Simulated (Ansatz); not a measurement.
# BeHg2 (built on the sites of a database entry of CaHg2): following an unstable mode, part 3 of 3

Wanted: the energy along a soft mode of BeHg2 (built on the sites of a database entry of CaHg2) and the structure at the end.

Ansatz 0.2.0; DFT LDA, scalar-relativistic, plane waves, norm-conserving pseudopotentials.

So far. Step 5 (Energy along the mode, all amplitudes (two of the runs …): The lowest of the steps tried is the last one, at 0.6 Å, 25.1 meV/atom below the parent; the bottom of the well need not coincide with a step. Step 7 (The new phase in its own primitive cell): The largest force component left is 0.040 meV/Å and the pressure is 0.000 GPa, within the tolerances set. The cell now holds 17.87 Å³/atom. The relaxed cell has a, b, c = 8.046, 4.637, 5.749 Å (conventional setting).

The structure was built from a prototype and need not be the compound's stable phase.

## 8. Modes of the new phase, k-mesh 10×10×6

A relaxed structure may still be a saddle point, so its zone-centre modes are computed. No field response is asked, since the mesh shows no gap.

Input file input.yaml:

```yaml
crystal:
  lattice:
    - [4.0231944324, -2.3182746572, 0.0]
    - [4.0231944324, 2.3182746572, 0.0]
    - [0.0, 0.0, 5.7485217376]
  atoms:
    - { symbol: Be, position: [0.190593178, 0.809406822, 0.75] }
    - { symbol: Be, position: [0.809406822, 0.190593178, 0.25] }
    - { symbol: Hg, position: [0.8639929479, 0.4670647232, 0.75] }
    - { symbol: Hg, position: [0.4670647232, 0.8639929479, 0.25] }
    - { symbol: Hg, position: [0.1360070521, 0.5329352768, 0.25] }
    - { symbol: Hg, position: [0.5329352768, 0.1360070521, 0.75] }
kpoints:
  mp_grid: { grid: [10, 10, 6] }
hamiltonian:
  xc: lda
  pseudopotentials: { kind: nc }
scf:
  occupations: { method: methfessel_paxton, width: 0.2 }
output:
  eigenvalues: true
phonons:
  method: dfpt
```

Command:

```bash
ansatz run input.yaml --threads 8 --pin off --max-ram 14336MiB --backend cpu --events-out ev --progress --plain --runs-dir out
```

Output:

```text
zone centre: on kpoints.mp_grid the ground state, and the responses unless they are solved on pairs of k-points, stand on 208 of the mesh's 600 k-points, reduced under 2 symmetry operations, with k and −k counted as one. Each operation leaves every solved displacement unchanged or reverses it
Engine: ansatz 0.2.0, aarch64-unknown-linux-gnu
Pseudopotentials: kind: nc
Pseudopotential: Be, nc, valence charge 4, recommended cutoff 1197.300995 eV (normal), Be.nc.azcp (PseudoDojo's, or run here from an input of PseudoDojo's: the run reads no file of this project's for it)
Pseudopotential: Hg, nc, valence charge 20, recommended cutoff 816.341587 eV (normal), Hg.nc.azcp (PseudoDojo's, or run here from an input of PseudoDojo's: the run reads no file of this project's for it)
Functional definition: SPW92
  exchange = slater_x
  correlation = pw_c
Crystal: 6 atoms, lattice volume = 107.231 Å³
Basis set: ecut = 1197.300995 eV, 10047 PW (Γ), exchange–correlation on 108×108×144 points (8 copies of the dense FFT grid, shifted against one another)
Bands: 53, of which v1, the nominal top of the filled ones, is band 44 counted from 1 (43 counted from 0)
Symmetry: 8 space group operations
k-points: 208 of 600 (irreducible under 2 space group operations, time reversal used)
Non-local potential: Be, projectors of the file, l = 0: 2, l = 1: 2
Non-local potential: Hg, projectors of the file, l = 0: 2, l = 1: 2, l = 2: 2, l = 3: 1
Initial density: superposition of atomic densities (chi_scale 0.1, normalization cell, long waves kept (reshape's long-wave potential 0.00 eV rms))
Initial wavefunctions: pseudopotential atomic-orbital guess
Functional: x = slater, c = lda
SCF iter   1: F=—  HF=-18898.768203 eV  |F-HF|=—  |Δ(HF+E_count)|=         —  Δρ=5.32e-2  dr2=4.89e0  ethr=3.10e-3  ⟨swp⟩=9.0  Hψ=49999  notcnv=0
preconditioner: auto → Kerker (q_TF=auto, 2.640 Å⁻¹)  [metal: Δε(μ)=0.015 eV  Ē_g=9.943 eV  σ=0.200 eV  W_gap=0.06  n_scr=22 (ndim 8)  ℏωp=25.9 eV  f_vac=0.000  D(μ)=1.49/eV (n_scr^D=8)]
SCF iter   2: F=—  HF=-18897.614747 eV  |F-HF|=—  |Δ(HF+E_count)|=    1.15e0  S|Δr|=    0.00e0  Δρ=2.71e-2  dr2=1.24e0  ethr=3.10e-3  ⟨swp⟩=3.5  Hψ=19679  notcnv=0  defer=521
SCF iter   3: F=—  HF=-18897.231398 eV  |F-HF|=—  |Δ(HF+E_count)|=   3.83e-1  S|Δr|=    0.00e0  Δρ=5.58e-3  dr2=5.54e-2  ethr=1.41e-3  ⟨swp⟩=2.6  Hψ=17220  notcnv=0  defer=519
SCF iter   4: F=—  HF=-18897.215243 eV  |F-HF|=—  |Δ(HF+E_count)|=   1.62e-2  S|Δr|=    0.00e0  Δρ=1.39e-3  dr2=2.07e-3  ethr=6.30e-5  ⟨swp⟩=2.4  Hψ=20534  notcnv=0  defer=505
SCF iter   5: F=—  HF=-18897.214634 eV  |F-HF|=—  |Δ(HF+E_count)|=   6.09e-4  S|Δr|=    0.00e0  Δρ=3.85e-4  dr2=1.26e-4  ethr=2.35e-6  ⟨swp⟩=2.0  Hψ=18414  notcnv=0  defer=505
SCF iter   6: F=—  HF=-18897.214607 eV  |F-HF|=—  |Δ(HF+E_count)|=   2.78e-5  S|Δr|=    0.00e0  Δρ=6.13e-5  dr2=5.10e-6  ethr=1.43e-7  ⟨swp⟩=2.5  Hψ=19157  notcnv=0  defer=505
SCF iter   7: F=—  HF=-18897.215378 eV  |F-HF|=—  |Δ(HF+E_count)|=   7.72e-4  S|Δr|=    0.00e0  Δρ=1.91e-5  dr2=3.49e-7  ethr=5.80e-9  ⟨swp⟩=2.4  Hψ=17695  notcnv=0  defer=505
SCF iter   8: F=—  HF=-18897.215378 eV  |F-HF|=—  |Δ(HF+E_count)|=   5.30e-8  S|Δr|=    0.00e0  Δρ=3.18e-6  dr2=8.95e-9  ethr=3.96e-10  ⟨swp⟩=2.7  Hψ=17990  notcnv=0  defer=505
SCF iter   9: F=—  HF=-18897.215378 eV  |F-HF|=—  |Δ(HF+E_count)|=  7.28e-11  S|Δr|=    0.00e0  Δρ=5.98e-7  dr2=4.02e-10  ethr=1.02e-11  ⟨swp⟩=2.3  Hψ=19667  notcnv=0  defer=505
SCF iter  10: F=—  HF=-18897.215378 eV  |F-HF|=—  |Δ(HF+E_count)|=  3.27e-11  S|Δr|=    0.00e0  Δρ=1.79e-7  dr2=3.54e-11  ethr=1.00e-12  ⟨swp⟩=1.9  Hψ=12831  notcnv=0  defer=505
SCF iter  11: F=-18897.215378 eV  HF=-18897.215378 eV  |F-HF|=3.64e-12  |Δ(HF+E_count)|=  3.64e-12  S|Δr|=    0.00e0  Δρ=4.35e-8  dr2=2.28e-12  ethr=1.00e-12  ⟨swp⟩=16.0  Hψ=80068  notcnv=0
SCF 1 converged in 11 iterations: F = -18897.215378 eV  dr2 = 2.28e-12
DFPT response loops at Γ: preconditioner auto → Kerker (q_TF=auto, 2.640 Å⁻¹) (partly filled bands, converged f_vac=0.000); β = 1.00, the filter's whole step (`scf.mixing.beta` (0.50) is not read by the response loops under this deck's `scf.mixing.preconditioner`; to damp them name `kerker` or `kerker_dos`, under which they read `scf.mixing.beta`, and type it under 1.00, their step now; both keys bind the ground state too); Broyden in place of MSR1
the response loops of the zone centre start from zero, take more passes and end by a threshold: the memory limit or budget leaves too little room for the subspace of the ground state's own states beside the solves, or none could be made (phonons.method)
```

Run time: 11 min. Hardware: 8 threads of Arm Neoverse V1, shared host; peak memory 9.6 GiB.

The run was cut off at the time limit after its SCF cycle had converged; no result of it is taken.

The program's message: “Warning: RAYON_NUM_THREADS=8”

## 9. The phases reached

The phases reached along the modes that were followed are set side by side.

Energies are those of the first relaxation, on the mesh of the frozen mode; space group, volume and gap are those of the last relaxation. Phases, by row:

```tsv
mode frozen in	space group	energy from parent (meV/atom)	volume (Å³/atom)	gap on mesh (eV)	lowest zone-centre optical mode (cm⁻¹)	largest shift (Å)
parent	P6/mmm	0	19.51	0	–	–
q = (0, 0, -0.5), 30i cm⁻¹	Cmcm	-55.94	18.24	0	-42.6	0.764
q = (0, 0, -0.5), 30i cm⁻¹	Cmcm	-70.54	17.87	0	–	0.903
```

## 10. Summary of results

```
unstable mode of the parent                                                      : q = (0, 0, -0.5), 30i cm⁻¹
depth at the lowest point sampled                                                : 25.1 meV/atom
largest atomic shift at that point                                               : 0.6 Å
space group reached (within 0.01 Å)                                              : Cmcm
energy gained over the parent (first relaxation, on the mesh of the frozen mode) : 70.5 meV/atom
volume per atom, phase reached                                                   : 17.9 Å³
```

What this shows: Along this mode the structure falls into Cmcm, 70.5 meV/atom below the parent. At the parent's cell the well is 25.05 meV/atom deep on the steps tried, with its lowest point at a shift of 0.6 Å. That is the last step tried, so the steps alone don't bracket the bottom of the well. Relaxing atoms and cell changes the gain by +45.49 meV/atom against the lowest step (energies at zero smearing). Most of the total comes from this relaxation. The modes of the phase reached were not computed on this path. Of the 2 patterns followed to their end from this parent, this one reaches the lowest energy. Each path keeps the symmetry of its pattern, so a lower phase may lie along a pattern not tried. The q mesh is too sparse to interpolate, so only the solved wavevectors are given. The relaxed cell left the space group of the starting entry, even within 0.1 Å, so it may not be the phase that the entry, or a measurement on it, describes. With no gap, or one that is small against the smearing, the frequencies hang on the k mesh and the smearing, most of all near Kohn anomalies. Spin-orbit coupling is left out, which can matter for the heavy elements here. The starting cell was built on a prototype and not taken from a measurement, so the phase need not exist.

[Logs are printed without paths, hosts, clocks, repeated set-up lines and the standing remarks that a program may print on its own settings, such as how far it seeks lower states.]

[Hosts, paths, dates, database ids (printed as entryN), source tags and the programs' standing remarks are cut or masked in the printed files.]
